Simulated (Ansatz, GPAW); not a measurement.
# 1T-TiTe2 monolayer: work function by functional and basis, part 2 of 2

How far do functional and basis move the work function of 1T-TiTe2 monolayer?

GPAW 26.7.0 and Ansatz 0.2.0; Ansatz plane waves; layer without images along its normal, relaxation of atoms and in-plane cell (the session's first sound run).

So far, upper work function (eV): step 3 (plane waves, PBE) 4.88; step 4 (revPBE) 4.78; step 5 (GPAW, PAW setups) 5.07; step 6 (RPBE) 4.77; step 7 (mode fd, grid spacing 0.18 Å, PBE, GPAW) 4.89.

### Step 8. Atomic orbitals: mode = "lcao"

Atom-centred orbitals end a few angstrom from the surface, which tests how much the density's tail matters.

The input, run.py:

```python
import json
import numpy as np
from ase import Atoms
from gpaw import GPAW

slab = Atoms(
    ['Te', 'Ti', 'Te'],
    positions=[
        [1.87455, 1.08227, 9.00000],
        [0.00000, 0.00000, 10.74634],
        [-0.00000, 2.16454, 12.49268]],
    cell=[[3.7491, 0.0, 0.0], [-1.87455, 3.24681, -0.0], [0.0, -0.0, 21.4927]],
    pbc=[True, True, False])

slab.calc = GPAW(mode='lcao', basis='dzp', h=0.18, xc='PBE', kpts={'size': (9, 9, 1), 'gamma': True},
                 occupations={'name': 'fermi-dirac', 'width': 0.05}, nbands='120%',
                 convergence={'density': 1e-05}, maxiter=200,
                 poissonsolver={'dipolelayer': 'xy'},
                 symmetry={'tolerance': 1e-3}, txt='slab.txt')
result = {}
energy = slab.get_potential_energy()
fermi = slab.calc.get_fermi_level()
v = slab.calc.get_electrostatic_potential().mean((0, 1)) - fermi
n = slab.calc.get_pseudo_density().mean((0, 1))
L = slab.cell[2, 2]
z = np.arange(len(v)) * L / len(v)
low, high = slab.positions[:, 2].min(), slab.positions[:, 2].max()
below, above = np.interp([low - 6.8, high + 6.8], z, v)
slopes = [np.interp(x, z, np.gradient(v, z)) for x in (low - 6.8, high + 6.8)]
eps = np.array([[slab.calc.get_eigenvalues(k, s) for k in range(len(slab.calc.get_ibz_k_points()))]
                for s in range(slab.calc.get_number_of_spins())]) - fermi
top, bottom = eps[eps < 0].max(), eps[eps > 0].min()
dipole = slab.get_dipole_moment()[2]
print(f'energy {energy:.4f} eV, Fermi level {fermi:.4f} eV, dipole {dipole:.5f} e A')
print(f'potential 6.8 A off the faces, from the Fermi level: lower {below:.4f} eV, upper {above:.4f} eV')
print(f'slope of the potential there: lower {slopes[0]:.5f}, upper {slopes[1]:.5f} eV/A')
print(f'nearest levels on the mesh: {top:.4f} and {bottom:.4f} eV')
print('magnetic moment', round(slab.get_magnetic_moment(), 3))
result.update(energy=energy, fermi=fermi, dipole=dipole, below=below, above=above, slopes=slopes, edges=[top, bottom],
              z=z.tolist(), v=v.tolist(), n=n.tolist(), positions=slab.positions.tolist(),
              forces=slab.get_forces(apply_constraint=False).tolist(), moments=slab.get_magnetic_moments().tolist())
json.dump(result, open('result.json', 'w'))
```

The run is started by

```sh
> OMP_NUM_THREADS=1 OPENBLAS_NUM_THREADS=1 python run.py
```

Elapsed: 52 s, on 1 thread of Intel Xeon 6975P-C (Granite Rapids), shared host; peak memory 0.33 GiB.

This step gave:

* levels nearest the Fermi level on the mesh: -0.07088, 0.04305 eV from the Fermi level
* upper work function: 4.751 eV
* lower work function: 4.748 eV

The electrostatic potential energy of an electron (without an applied field's), less the Fermi level, planar mean by z:

z (Å), electrostatic potential energy of an electron (without an applied field's), less the Fermi level, planar mean (eV) and a bar from the least value:
```
      0.0        4.7 ##############################
      0.5        4.7 ##############################
      1.0        4.7 ##############################
      1.5        4.7 ##############################
      2.0        4.7 ##############################
      2.5        4.7 ##############################
      3.0        4.7 ##############################
      3.5        4.7 ##############################
      4.0        4.7 ##############################
      4.5        4.7 ##############################
      5.0        4.7 ##############################
      5.5        4.7 ##############################
      6.0        4.7 ##############################
      6.5        4.7 ##############################
      7.0        4.6 ##############################
      7.5        4.0 #############################
      8.0        1.4 ##########################
      8.5       -7.4 ##############
      9.0      -17.8 
      9.5       -8.8 ############
     10.0       -3.7 ###################
     10.5       -9.6 ###########
     11.0       -9.5 ###########
     11.5       -3.7 ###################
     12.0       -8.9 ############
     12.5      -17.8 
     13.0       -7.2 ##############
     13.5        1.5 ##########################
     14.0        4.0 #############################
     14.5        4.6 ##############################
     15.0        4.7 ##############################
     15.5        4.8 ##############################
     16.0        4.8 ##############################
     16.5        4.8 ##############################
     17.0        4.8 ##############################
     17.5        4.8 ##############################
     18.0        4.8 ##############################
     18.5        4.8 ##############################
     19.0        4.8 ##############################
     19.5        4.8 ##############################
     20.0        4.8 ##############################
     20.5        4.8 ##############################
     21.0        4.8 ##############################
```

The upper face's work function is 4.751 eV, against 4.881 eV in the first plane-wave PBE run at this geometry.

### Step 9. Cost and result by level

Times are for 1 thread of Intel Xeon 6975P-C (Granite Rapids), shared host. The series side by side:

```
no.         run  upper work function (eV)  lower work function (eV)  time  memory (GiB)
  1          pw                     4.881                     4.878  13 s           0.2
  2      revPBE                     4.776                     4.773  13 s           0.2
  3  optPBE vdW                     5.066                     5.063  25 s          0.36
  4        RPBE                     4.770                     4.767  14 s           0.2
  5          fd                     4.886                     4.882  52 s          0.48
  6        lcao                     4.751                     4.748  52 s          0.33
```

### Step 10. A second plane-wave code

A second program with its own datasets checks the number independently.

This step: Ansatz plane waves; slab in vacuum with a dipole correction (Ansatz 0.2.0).

The input, input.yaml:

```yaml
crystal:
  lattice:
    - [3.7490982645, 0.0, 0.0]
    - [-1.8745491323, 3.2468143383, 0.0]
    - [0.0, 0.0, 31.1518433029]
  atoms:
    - { symbol: Te, position: [0.6666666667, 0.3333333333, 0.2918485672] }
    - { symbol: Ti, position: [0.0, 0.0, 0.347907529] }
    - { symbol: Te, position: [0.3333333333, 0.6666666667, 0.4039664907] }
kpoints:
  mp_grid: { grid: [9, 9, 1] }
hamiltonian:
  xc: pbe
scf:
  occupations: { method: fermi_dirac, width: 0.05 }
efield:
  axis: 3
  dipole_correction: true
  ramp_width: 0.05
output:
  forces: true
  write_potential: true
  write_density: true
  volumetric_format: npy
  elf: true
```

The run is started by

```sh
> ansatz run input.yaml --threads 4 --pin off --max-ram 8192MiB --backend cpu --events-out ev --progress --plain --runs-dir out
```

It took 2 s on 4 threads; peak memory 0.74 GiB.

Numbers from this step:

| Item | Value |
| --- | --- |
| symmetry operations | 6 |
| upper work function | 4.871 eV |
| lower work function | 4.871 eV |
| dipole along the normal | 1.39e-5 e·Å |
| dipole field | 6.65e-6 V/Å |
| vacuum level above | 3.188 eV |
| vacuum level below | 3.188 eV |

The electrostatic potential energy of an electron (with the applied field's), less the Fermi level, planar mean by z:

```
z (Å)  electrostatic potential energy of an electron (with the applied field's), less the Fermi level, planar mean (eV)
    0                                                                                                              4.87
    1                                                                                                              4.87
    2                                                                                                              4.87
    3                                                                                                              4.87
    4                                                                                                              4.87
    5                                                                                                              4.87
    6                                                                                                              4.86
    7                                                                                                              4.71
    8                                                                                                              2.03
    9                                                                                                             0.640
   10                                                                                                             -3.96
   11                                                                                                             -7.02
   12                                                                                                             -3.70
   13                                                                                                             -1.55
   14                                                                                                              3.77
   15                                                                                                              4.81
   16                                                                                                              4.87
   17                                                                                                              4.87
   18                                                                                                              4.87
   19                                                                                                              4.87
   20                                                                                                              4.87
   21                                                                                                              4.87
   22                                                                                                              4.87
   23                                                                                                              4.87
   24                                                                                                              4.87
   25                                                                                                              4.87
   26                                                                                                              4.87
   27                                                                                                              4.87
   28                                                                                                              4.87
   29                                                                                                              4.87
   30                                                                                                              4.87
   31                                                                                                              4.87
```

The valence density, planar mean oscillates, so the rows of the table below give means over windows of 1 Å about each position, cut where the curve ends. Its maxima inside the range that stand out by 2 % of the span (Å: e/Å³): 9.1: 1.25, 10.8: 0.928, 12.5: 1.25. Its minima: 10.0: 0.294, 11.7: 0.291.

Table of valence density, planar mean by z; means over each step:

z (Å), valence density, planar mean (e/Å³) and a bar:
```
        5       0.00 
        6       0.00 
        7       0.01 
        8       0.14 ####
        9       0.94 ##############################
       10       0.44 ##############
       11       0.73 #######################
       12       0.60 ###################
       13       0.70 ######################
       14       0.06 ##
       15       0.00 
       16       0.00 
       17       0.00
```

Electrostatic potential energy in the ca plane at fractional y = 0.000, with atoms of Ti within 0.2 Å of it. With pseudopotentials it is smooth inside the atoms' cores, unlike the true potential.

Values in eV, 6 rows by 16 columns, each cell a mean:
```
  3   3   3   3   3   3   2   0 -20 -26  -3   2   3   3   3   3
  3   3   3   3   3   3   1  -2  -6  -9  -3   0   3   3   3   3
  3   3   3   3   3   3  -1  -9  -1   0  -7  -5   2   3   3   3
  3   3   3   3   3   3  -1  -7  -2  -2  -5  -3   2   3   3   3
  3   3   3   3   3   3   2  -1 -11 -16  -2   1   3   3   3   3
  3   3   3   3   3   3   3   0 -22 -27  -4   2   3   3   3   3
```
Columns run along c (16.0 Å, from fractional 0.06 to 0.58 of the cell; values clipped at the 3rd and 97th percentile), rows up along a (3.7 Å). Atoms in or near the plane, at fractional coordinates: Ti at (0.35, 0.00).

ELF in the ca plane at fractional y = 0.000, with atoms of Ti within 0.2 Å of it. It is the smooth field of the valence electrons, not physical close to the nuclei.

Ten even steps from '0' (0.00) to '9' (0.71), each cell a mean:
```
00000000000000000012211765831221000000000000
00000000000000001234552477524554210000000000
00000000000000013577886311258887642100000000
00000000000000146898888622488889975210000000
00000000000001258998778744688779996310000000
00000000000000257998788743588789986310000000
00000000000000125788887411368888863100000000
00000000000000002356774244336765421000000000
00000000000000000123331687822332100000000000
00000000000000000001211731730111000000000000
```
Columns run along c (16.0 Å, from fractional 0.06 to 0.58 of the cell), rows up along a (3.7 Å). Atoms in or near the plane, at fractional coordinates: Ti at (0.35, 0.00).

Valence density in the ca plane at fractional y = 0.000, with atoms of Ti within 0.2 Å of it. It is the smooth field of the valence electrons, not physical close to the nuclei.

Ten steps, logarithmic in the rise over the least value, from '0' (0.00 × 1e0 e/Å³) to '9' (9.44 × 1e0 e/Å³), each cell a mean:
```
00000000000000000001113799842111000000000000
00000000000000000011222467532211000000000000
00000000000000000112222233222222100000000000
00000000000000000123332211223332110000000000
00000000000000000123332211223333210000000000
00000000000000000123332211223332210000000000
00000000000000000122332222222322100000000000
00000000000000000012222345422221100000000000
00000000000000000011123688732111000000000000
00000000000000000001113799842110000000000000
```
Columns run along c (16.0 Å, from fractional 0.06 to 0.58 of the cell), rows up along a (3.7 Å). Atoms in or near the plane, at fractional coordinates: Ti at (0.35, 0.00).

The upper face's work function is 4.871 eV, against 4.881 eV in the first plane-wave PBE run at this geometry.

### Step 11. Side by side

Results and costs are gathered.

This step: comparison of work functions, dipole and cost (GPAW 26.7.0).

Ladder, by row:

```
      step    code  work function, upper (eV)  work function, lower (eV)  dipole (e Å)  wall time (s)  peak memory (GiB)  threads
        pw    GPAW                      4.881                      4.878      -8.40e-4          12.95                0.2        1
    revPBE    GPAW                      4.776                      4.773      -8.37e-4          13.48                0.2        1
optPBE-vdW    GPAW                      5.066                      5.063      -8.37e-4          24.58               0.36        1
      RPBE    GPAW                       4.77                      4.767      -8.36e-4          13.72                0.2        1
        fd    GPAW                      4.886                      4.882      -2.31e-4          52.48               0.48        1
      lcao    GPAW                      4.751                      4.748      -2.31e-4          52.04               0.33        1
    ansatz  Ansatz                      4.871                      4.871       1.39e-5           2.01              0.741        4
```

### Step 12. A changed run

One more run, with changed settings.

This step: GPAW, PAW setups; slab in vacuum (GPAW 26.7.0).

run.py: that of step 8 with these lines changed.

```diff
@@ -3,3 +3,3 @@
 from ase import Atoms
-from gpaw import GPAW
+from gpaw import GPAW, PW
 
@@ -14,5 +14,5 @@
 
-slab.calc = GPAW(mode='lcao', basis='dzp', h=0.18, xc='PBE', kpts={'size': (9, 9, 1), 'gamma': True},
-                 occupations={'name': 'fermi-dirac', 'width': 0.05}, nbands='120%',
-                 convergence={'density': 1e-05}, maxiter=200,
+slab.calc = GPAW(mode=PW(400), xc='PBE', kpts={'size': (9, 9, 1), 'gamma': True},
+                 occupations={'name': 'fermi-dirac', 'width': 0.05}, nbands='140%',
+                 convergence={'density': 1e-05}, maxiter=3,
                  poissonsolver={'dipolelayer': 'xy'},
```

The run is started by

```sh
> OMP_NUM_THREADS=1 OPENBLAS_NUM_THREADS=1 python run.py
```

Elapsed: 4.3 s, on 1 thread; peak memory 0.2 GiB.

The run stopped without converging, so none of its numbers is a property of the system.

The fault put into the input: too few SCF iterations (maxiter = 3).

### Step 13. Summary of results

| Item | Value |
| --- | --- |
| work function, both faces | 4.88 eV |
| dipole along the normal | -8.4e-4 e Å, near the numerical noise |

What this shows: With plane waves and PBE the work function is 4.88 eV on the upper face and 4.88 eV on the lower. Over the sound runs of the table the upper face's work function spans 4.751 (lcao) to 5.066 eV (optPBE-vdW). Atomic orbitals miss the plane-wave value by -0.13 eV, since they describe the tail of the density in the vacuum poorly. The two plane-wave codes differ by 0.011 eV on the upper face. The small printed dipole stands for a step of 12 meV from the lower to the upper face, and the probes find 3.5 meV; values this small are near the numerical noise of both. The runs had no spin polarisation, so a magnetic state, which thin layers of d-metal atoms can have, wasn't tested. The layer's cell and atoms come from the relaxation; spin-orbit coupling and temperature are left out.

[Logs are printed without paths, hosts, clocks, repeated set-up lines and the standing remarks that a program may print on its own settings, such as how far it seeks lower states.]

[Hosts, paths, dates, database ids (printed as entryN), source tags and the programs' standing remarks are cut or masked in the printed files.]
